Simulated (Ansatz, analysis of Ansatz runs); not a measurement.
# Migration in YScO3 (Pnma): V_O hop (2.8 Å), charge +2, part 2 of 4

Aim: the barrier of one jump in YScO3 (Pnma) at charge +2: V_O hop (2.8 Å). The model is a cell of 40 host atoms with 1 O taken out; O is the atom that moves.

Ansatz 0.2.0; plane-wave PAW DFT, LDA; nudged elastic band between two relaxed defect structures at fixed charge in a uniform background.

So far: The structure; Relaxation of the start point, charge +2.

**3. Relaxation of the end point, charge +2**

Level of this step: plane-wave PAW DFT, LDA; relaxation of all atoms of a defect supercell at fixed charge in a uniform background (Ansatz).

The end point is relaxed in the same cell and settings, so that the two energies compare.

Input file qp2.end/input.yaml:

```yaml
crystal:
  lattice:
    - [0.0, 7.77564712, 5.34161922]
    - [5.64134763, 0.0, 5.34161922]
    - [5.64134763, 7.77564712, 0.0]
  atoms:
    - { symbol: "Y", position: [0.39735706, 0.58228854, 0.35264294] }
    - { symbol: "Y", position: [0.89735706, 0.08228854, 0.85264294] }
    - { symbol: "Y", position: [0.08228854, 0.39735706, 0.16771146] }
    - { symbol: "Y", position: [0.58228854, 0.89735706, 0.66771146] }
    - { symbol: "Y", position: [0.41771146, 0.10264294, 0.33228854] }
    - { symbol: "Y", position: [0.91771146, 0.60264294, 0.83228854] }
    - { symbol: "Y", position: [0.10264294, 0.91771146, 0.14735706] }
    - { symbol: "Y", position: [0.60264294, 0.41771146, 0.64735706] }
    - { symbol: Sc, position: [0.25, 0.25, 0.75] }
    - { symbol: Sc, position: [0.75, 0.75, 0.25] }
    - { symbol: Sc, position: [0.0, 0.0, 0.5] }
    - { symbol: Sc, position: [0.5, 0.5, 0.0] }
    - { symbol: Sc, position: [0.25, 0.75, 0.75] }
    - { symbol: Sc, position: [0.75, 0.25, 0.25] }
    - { symbol: Sc, position: [0.0, 0.5, 0.5] }
    - { symbol: Sc, position: [0.5, 0.0, 0.0] }
    - { symbol: O, position: [0.9679132, 0.66185626, 0.2820868] }
    - { symbol: O, position: [0.467586, 1.161364, -0.217586] }
    - { symbol: O, position: [0.90856091, 0.2823334, 0.52361216] }
    - { symbol: O, position: [0.22638784, 0.96450647, 0.84143909] }
    - { symbol: O, position: [0.72638784, 0.46450647, 0.34143909] }
    - { symbol: O, position: [0.2823334, 0.40856091, 0.28549353] }
    - { symbol: O, position: [0.7823334, 0.90856091, 0.78549353] }
    - { symbol: O, position: [0.46450647, 0.22638784, 0.4676666] }
    - { symbol: O, position: [0.96450647, 0.72638784, 0.9676666] }
    - { symbol: O, position: [0.16185626, 0.9679132, 0.58814374] }
    - { symbol: O, position: [0.66185626, 0.4679132, 0.08814374] }
    - { symbol: O, position: [0.33814374, 0.5320868, 0.91185626] }
    - { symbol: O, position: [0.83814374, 0.0320868, 0.41185626] }
    - { symbol: O, position: [0.2176666, 0.09143909, 0.21450647] }
    - { symbol: O, position: [0.7176666, 0.59143909, 0.71450647] }
    - { symbol: O, position: [0.03549353, 0.27361216, 0.0323334] }
    - { symbol: O, position: [0.53549353, 0.77361216, 0.5323334] }
    - { symbol: O, position: [0.09143909, 0.7176666, 0.47638784] }
    - { symbol: O, position: [0.59143909, 0.2176666, 0.97638784] }
    - { symbol: O, position: [0.27361216, 0.53549353, 0.65856091] }
    - { symbol: O, position: [0.77361216, 0.03549353, 0.15856091] }
    - { symbol: O, position: [0.0320868, 0.33814374, 0.7179132] }
    - { symbol: O, position: [0.5320868, 0.83814374, 0.2179132] }
total_charge: 2
basis:
  ecutwfc: 420
  xc_grid: 2
hamiltonian:
  xc: lda
kpoints:
  mp_grid: { grid: [1, 1, 1] }
scf:
  occupations: { method: fixed }
  max_iter: 100
output:
  forces: true
relax:
  f_tol: 0.015
  max_steps: 70
  random_displacement: { amplitude: 0.03, seed: 8788 }
```

The run is started by

```console
$ ansatz run input.yaml --threads 4 --pin off --max-ram 7536MiB --backend cpu --events-out ev --progress --plain --runs-dir out
```

Numbers of over 12 decimals in the logs are rounded to 6 here.

What it wrote:

```text
[...]
Crystal: 39 atoms, lattice volume = 468.622 Å³
Basis set: ecut = 420 eV, 9099 PW (Γ), exchange–correlation on 128×108×144 points (8 copies of the dense FFT grid, shifted against one another)
Bands: 195, of which v1, the nominal top of the filled ones, is band 156 counted from 1 (155 counted from 0)
Symmetry: 1 space group operations
k-points: 1
[...]
SCF iter   1: F=—  HF=-59554.477077 eV  |F-HF|=—  |Δ(HF+E_count)|=         —  Δρ=1.74e-2  dr2=6.27e0  ethr=1.77e-3  ⟨swp⟩=4.0  Hψ=615  notcnv=0  defer=35
[...]
SCF iter   8: F=-59552.292014 eV  HF=-59552.292017 eV  |F-HF|=2.32e-6  |Δ(HF+E_count)|=   3.45e-6  Δρ=2.90e-5  dr2=5.61e-6  ethr=1.80e-9  ⟨swp⟩=2.0  Hψ=631  notcnv=0
SCF 1 converged in 8 iterations: F = -59552.292014 eV  dr2 = 5.61e-6
[...]
- { symbol: Sc, position: [0.748706, 0.749881, 0.242615] }
    - { symbol: Sc, position: [-0.004616, -0.004621, 0.503682] }
    - { symbol: Sc, position: [0.508894, 0.471059, -0.001181] }
    - { symbol: Sc, position: [0.251745, 0.744913, 0.759220] }
    - { symbol: Sc, position: [0.744777, 0.268111, 0.240707] }
    - { symbol: Sc, position: [-0.004618, 0.498252, 0.504113] }
    - { symbol: Sc, position: [0.504649, 0.014569, -0.002983] }
    - { symbol: O, position: [0.961312, 0.656546, 0.287809] }
    - { symbol: O, position: [0.473039, 1.160222, -0.216998] }
    - { symbol: O, position: [0.906637, 0.274269, 0.533691] }
    - { symbol: O, position: [0.256599, 0.948667, 0.848782] }
    - { symbol: O, position: [0.734557, 0.466763, 0.335817] }
    - { symbol: O, position: [0.282447, 0.415081, 0.282633] }
    - { symbol: O, position: [0.757773, 0.891931, 0.782012] }
    - { symbol: O, position: [0.465474, 0.228326, 0.466922] }
[...]
- { symbol: O, position: [0.294637, 0.527170, 0.659110] }
    - { symbol: O, position: [0.802971, 0.031302, 0.149399] }
    - { symbol: O, position: [0.039127, 0.335795, 0.717239] }
    - { symbol: O, position: [0.527617, 0.838198, 0.216481] }
[key lines of the parts left out:]
SCF converged after 2 iterations
Free energy (F): -59554.807887 eV
Fermi energy:    9.544387 eV
```

The job ended after 13 s (4 threads of Arm Neoverse V1, shared host; peak memory 0.6 GiB).

The steps of the relaxation:

| step | energy less that of the first step (eV) | largest force component (eV/Å) |
| --- | --- | --- |
| 1 | 0.0000 | 3.0994 |
| 2 | -1.9370 | 0.8155 |
| 3 | -2.3987 | 0.3239 |
| 4 | -2.4994 | 0.1449 |
| 5 | -2.5126 | 0.0672 |
| 6 | -2.5159 | 0.0126 |
| 7 | -2.5159 | 0.0126 |

The atoms that moved most (Å, from the sites as typed, ahead of the random displacement, the mean shift of all atoms taken out):

| atom | dx | dy | dz | length |
| --- | --- | --- | --- | --- |
| O23 | -0.114 | -0.217 | -0.215 | 0.327 |
| O20 | -0.049 | 0.293 | 0.081 | 0.308 |
| O30 | -0.208 | -0.101 | -0.175 | 0.290 |
| Y7 | 0.129 | -0.203 | -0.139 | 0.278 |
| O37 | -0.076 | 0.158 | 0.139 | 0.224 |
| O33 | 0.066 | -0.174 | 0.101 | 0.211 |
| Sc12 | -0.171 | 0.061 | -0.103 | 0.208 |
| O36 | -0.045 | 0.169 | 0.072 | 0.189 |

Neighbours of O18 at the end:

| atom | distance (Å) |
| --- | --- |
| Sc16 | 2.041 |
| Sc9 | 2.067 |
| Y8 | 2.193 |
| Y4 | 2.305 |
| O23 | 2.680 |
| O20 | 2.697 |
| O24 | 2.897 |
| O36 | 2.902 |
| O30 | 2.940 |

Numbers from this step:

```yaml
free_energy: -59554.8079 eV
largest_move_from_the_ideal_geometry_of_this_structure_a_common_shift_of_the_far_atoms_taken_out: 0.3277 Å
```

The relaxation gained 2.516 eV and ended with a largest force component of 0.013 eV/Å. The end lies 0.218 eV above the start.

(Part 2 of 4 ends here.)

[Logs are printed without paths, hosts, clocks, repeated set-up lines and the standing remarks that a program may print on its own settings, such as how far it seeks lower states.]

[Hosts, paths, dates, database ids (printed as entryN), source tags and the programs' standing remarks are cut or masked in the printed files.]
